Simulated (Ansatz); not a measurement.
# NaBe6Ni, from a guessed structure to a relaxed one, part 2 of 2

Starting from a made-up structure for NaBe6Ni, the aim is the relaxed cell, its shortest contacts and, where a second run follows, its electronic structure.

Ansatz 0.2.0; DFT, PBE, plane-wave PAW, files of the set soft_1, scalar-relativistic, ferromagnetic start, cell and ions relaxed at zero pressure; PAW set soft_1 (the session's first sound run).

So far: Starting point; Relaxation of the guess. The relaxed cell has a, b, c = 3.769, 5.455, 7.762 Å (conventional setting).

## Step 3: Electronic structure of the relaxed cell

A second self-consistent run takes a narrower smearing and the mesh shown in its input; the bands follow along the standard path of the relaxed lattice.

This step: DFT, PBE, plane-wave PAW, files of the set soft_1, scalar-relativistic, no spin, bands and density of states at the relaxed cell; PAW set soft_1 (Ansatz 0.2.0).

input.yaml reads:

```yaml
crystal:
  lattice:
    - [3.7694257185, 0.0, 0.0]
    - [0.0, 2.7273397204, 3.8809257829]
    - [0.0, -2.7273397204, 3.8809257829]
  atoms:
    - { symbol: Ni, position: [0.0, 0.9006642804, 0.9006642804] }
    - { symbol: Na, position: [0.5, 0.5798178865, 0.5798178865] }
    - { symbol: Be, position: [0.5, 0.1340530702, 0.1340530702] }
    - { symbol: Be, position: [0.5, 0.6401791177, 0.0581584613] }
    - { symbol: Be, position: [0.5, 0.0581584613, 0.6401791177] }
    - { symbol: Be, position: [0.0, 0.365459865, 0.365459865] }
    - { symbol: Be, position: [0.0, 0.9236591971, 0.3741081218] }
    - { symbol: Be, position: [0.0, 0.3741081218, 0.9236591971] }
kpoints:
  mp_grid: { grid: [8, 8, 8] }
  band_path:
    path:
      - [[0.0, 0.0, 0.0], [0.0, 0.37346612, -0.37346612], [0.0, 0.0, -0.5], [-0.5, 0.0, -0.5], [-0.5, 0.37346612, -0.37346612], [-0.5, 0.0, 0.0], [0.0, 0.0, 0.0], [0.0, -0.5, -0.5], [0.0, -0.37346612, -0.62653388], [-0.5, -0.37346612, -0.62653388], [-0.5, -0.5, -0.5], [0.0, -0.5, -0.5]]
      - [[-0.5, 0.0, 0.0], [-0.5, -0.5, -0.5]]
    npoints: 6
scf:
  occupations: { method: fermi_dirac, width: 0.03 }
  n_extra_bands: 12
hamiltonian:
  xc: pbe
  pseudopotentials: { kind: paw, azcp: { folder: soft_1 } }
output:
  forces: true
  stress: true
  write_bands: true
  dos: { projected: true }
  write_density: true
  write_potential: true
  elf: true
  volumetric_format: npy
```

Launch:

```sh
ansatz run input.yaml --threads 4 --pin off --max-ram 10240MiB --backend cpu --events-out ev --progress --plain --runs-dir out
```

Numbers of over 12 decimals in the logs are rounded to 6 here.

The log of the run:

```text
[...]
Crystal: 8 atoms, lattice volume = 79.796 Å³
Basis set: ecut = 420 eV, 1545 PW (Γ), exchange–correlation on 54×64×64 points (8 copies of the dense FFT grid, shifted against one another)
Bands: 32, of which v1, the nominal top of the filled ones, is band 20 counted from 1 (19 counted from 0)
Symmetry: 4 space group operations
[...]
k-points: 105 of 512 (time reversal used)
[...]
SCF iter   1: F=—  HF=-7881.613778 eV  |F-HF|=—  |Δ(HF+E_count)|=         —  Δρ=1.71e-1  dr2=1.91e1  ethr=3.10e-3  ⟨swp⟩=6.6  Hψ=16821  notcnv=0  defer=75
[...]
SCF iter   9: F=-7880.142831 eV  HF=-7880.142831 eV  |F-HF|=1.33e-8  |Δ(HF+E_count)|=   2.66e-8  Δρ=3.89e-6  dr2=1.49e-8  ethr=2.56e-10  ⟨swp⟩=12.6  Hψ=21243  notcnv=0
SCF 1 converged in 9 iterations: F = -7880.142831 eV  dr2 = 1.49e-8
[...]
NSCF: frozen V_eff on 74 k-points
SCF converged after 9 iterations
Free energy (F): -7880.142831 eV
[...]
Internal energy: -7880.132064 eV  (E = F + TS)
E sigma→0 (E₀):  -7880.137447 eV
Entropy (-TS):   -0.010767 eV (-1.346 meV/atom)
Fermi energy:    8.186084 eV
[...]
--- Forces (eV/Å), atoms counted from 1 ---
  atom   1  Ni     0.00000000    -0.00000000     0.01696732
  atom   2  Na     0.00000000     0.00000000     0.00110146
  atom   3  Be    -0.00000000    -0.00000000     0.01242228
  atom   4  Be    -0.00000000    -0.00685020    -0.01298655
  atom   5  Be    -0.00000000     0.00685020    -0.01298655
  atom   6  Be    -0.00000000     0.00000000     0.02299336
  atom   7  Be     0.00000000    -0.01608163    -0.01376215
  atom   8  Be    -0.00000000     0.01608163    -0.01376215
  max |Σ_I F_I| component: 1.30e-5 eV/Å
--- Stress (GPa, compression-positive) ---
       -0.524712       0.000000       0.000000
        0.000000      -0.257699      -0.000000
        0.000000      -0.000000       0.698250
  P = ⅓ Tr σ = -0.0281 GPa (-0.281 kbar)
--- Band table (eV; the first three rows and the last of 105) ---
  k-point 0: bands = [... 16 lower, 5.9266, 6.0637, 7.3804, 7.4703, 10.0394, 10.5670, 11.7268, 12.8052, ... 8 higher]
  k-point 1: bands = [... 16 lower, 6.0440, 6.1931, 7.4897, 7.8457, 10.2786, 10.5637, 11.2700, 12.6200, ... 8 higher]
  k-point 2: bands = [... 16 lower, 6.4863, 6.5787, 7.7365, 8.8007, 10.3311, 10.5239, 10.8976, 12.1404, ... 8 higher]
  k-point 104: bands = [... 16 lower, 5.8733, 6.1349, 7.1209, 7.3386, 7.3452, 12.1484, 12.8087, 12.9162, ... 8 higher]
```

The job ended after 9.6 s (4 threads of Intel Xeon at 2.80GHz (Skylake/Cascade Lake), shared host; peak memory 0.6 GiB; 34 s of CPU time).

This step gave:

* free energy: -7880.1428 eV
* energy at zero smearing: -7880.1374 eV
* smearing term TS: 0.01077 eV
* Fermi energy: 8.186 eV
* pressure: -0.02805 GPa

bands.tsv at the labelled points (eV, zero at the Fermi level; the bands that come nearest the Fermi level along the path):

```tsv
point	band 17	band 18	band 19	band 20	band 21	band 22	band 23	band 24
Γ	-2.26	-2.12	-0.81	-0.72	1.85	2.38	3.54	4.62
X	-1.06	-0.01	0.47	0.70	2.05	2.58	2.80	2.96
S	-1.27	-0.87	0.47	0.85	1.44	2.33	2.69	4.12
R	-2.01	-1.52	-1.26	-0.43	0.20	2.54	2.93	3.91
A	-2.15	-2.02	-1.19	-0.21	0.10	2.76	3.23	5.49
Z	-2.12	-2.07	-1.89	-0.28	1.10	1.62	1.87	2.02
Γ	-2.26	-2.12	-0.81	-0.72	1.85	2.38	3.54	4.62
Y	-1.42	-0.23	0.87	2.03	2.22	2.40	2.85	3.28
X1	-1.06	-0.01	0.47	0.70	2.05	2.58	2.80	2.96
A1	-2.15	-2.02	-1.19	-0.21	0.10	2.76	3.23	5.49
T	-2.31	-2.05	-1.07	-0.85	-0.84	3.96	4.62	4.73
Y	-1.42	-0.23	0.87	2.03	2.22	2.40	2.85	3.28
Z	-2.12	-2.07	-1.89	-0.28	1.10	1.62	1.87	2.02
T	-2.31	-2.05	-1.07	-0.85	-0.84	3.96	4.62	4.73
```

Counts of states for the cell as run, both spins, by energy window (eV from the Fermi level):

```
from  to  total
  -8  -7   0.99
  -7  -6   1.24
  -6  -5   1.55
  -5  -4   2.07
  -4  -3   3.62
  -3  -2   6.27
  -2  -1   3.76
  -1   0   2.59
   0   1   1.71
   1   2   1.24
   2   3   3.24
   3   4   2.19
   4   5   2.30
   5   6   2.82
```

A further 16.9 states lie below the table's range.

Electrostatic potential energy in the bc plane of the cell as run, not the conventional one, at fractional x = 0.000, with atoms of Ni and Be within 0.2 Å of it. With pseudopotentials it is smooth inside the atoms' cores, unlike the true potential.

Ten even steps from '_' (-33 eV) to '@' (10 eV), each cell a mean:
```
==##%%**..__..**@@%%==**@@%%
++++%%##--__..++%%@@**++@@@@
==**@@@@##====##@@@@%%++++**
++##@@@@@@%%%%%%@@@@@@%%**==
@@@@@@@@@@@@@@@@@@@@@@@@@@%%
@@@@@@@@@@@@@@@@@@@@@@@@%%@@
%%@@@@##****%%@@@@@@%%##++**
++%%%%++....==%%@@@@%%==....
::##%%++..__..**@@@@%%==____
--**%%##--....**@@@@@@##--..
**%%@@@@##++++##@@@@@@@@##**
%%@@@@@@%%%%%%@@@@@@@@@@%%%%
@@@@@@%%**##%%@@@@@@##**++##
**@@%%**--::++%%@@@@++==++==
```
Columns run along b (4.7 Å; values clipped at the 3rd and 97th percentile), rows up along c (4.7 Å). Atoms in or near the plane, at fractional coordinates: Ni at (0.90, 0.90), Be at (0.37, 0.37), Be at (0.92, 0.37), Be at (0.37, 0.92).

Valence density in the bc plane of the cell as run, not the conventional one, at fractional x = 0.000, with atoms of Ni and Be within 0.2 Å of it. It is the smooth field of the valence electrons, not physical close to the nuclei.

Ten steps, logarithmic in the rise over the least value, from '0' (0 e/Å³) to '9' (38 e/Å³), each cell a mean:
```
51000000013799
62100000002699
52000000001367
21000000000123
10000000000001
00000000000000
00000000000000
00000000000000
00000000000000
00000000000000
00000000000000
00000000000010
10000000001221
21000000012565
```
Columns run along b (4.7 Å), rows up along c (4.7 Å). Atoms in or near the plane, at fractional coordinates: Ni at (0.90, 0.90), Be at (0.37, 0.37), Be at (0.92, 0.37), Be at (0.37, 0.92).

ELF in the bc plane of the cell as run, not the conventional one, at fractional x = 0.000, with atoms of Ni and Be within 0.2 Å of it. It is the smooth field of the valence electrons, not physical close to the nuclei.

Ten even steps from '_' (0.00) to '@' (0.92), each cell a mean:
```
--::==--______==++::::**@@%%
==::--++..____--++--::==@@@@
--::::++==::..--**==::::==**
....::++****++++**++==::::::
::::--++**####******++==--::
====++++**######********++++
++++++==--==######**++----==
::++++::____--######++..____
__==**--______==####**::____
__==**++..____--******==..__
--++****++--::==++++++++++--
++++********++++++--::::--==
--++++++====++++==::..::::::
::--++--____::++==::..--==--
```
Columns run along b (4.7 Å), rows up along c (4.7 Å). Atoms in or near the plane, at fractional coordinates: Ni at (0.90, 0.90), Be at (0.37, 0.37), Be at (0.92, 0.37), Be at (0.37, 0.92).

## Step 4: Results

```json
{
 "space group, relaxed": "Amm2",
 "conventional cell": "a = 3.769, b = 5.455, c = 7.762 Å; α = 90.0°, β = 90.0°, γ = 90.0°",
 "volume per atom": "9.97 Å³ (guess 10.61)",
 "total moment": "0.00 μB in the cell of 8 atoms"
}
```

NaBe6Ni relaxes to Amm2 with a = 3.769, b = 5.455 and c = 7.762 Å. The guessed volume was 6 % too large. The space group Amm2 was held in the relaxation, so the end point is a stationary structure within it and may be a saddle against distortions or other arrangements. The moments died out from this one start and weren't seeded again at the relaxed cell. Bands cross the Fermi level, so it is a metal or semimetal at this level. The electron count is odd, which forces that without spin polarisation or a larger cell. On the 8×8×8 mesh with the narrower smearing (relaxed on 7×6×6) the largest force component is 0.023 eV/Å and the largest stress component is 0.698 GPa, against the relaxation's thresholds of 0.015 eV/Å and 0.05 GPa. The cutoff wasn't tested. No dispersion term is used, so weakly bound directions may come out too long. Nothing here tests whether the compound is stable against decomposition.

[Logs are printed without paths, hosts, clocks, repeated set-up lines and the standing remarks that a program may print on its own settings, such as how far it seeks lower states.]

[Hosts, paths, dates, database ids (printed as entryN), source tags and the programs' standing remarks are cut or masked in the printed files.]
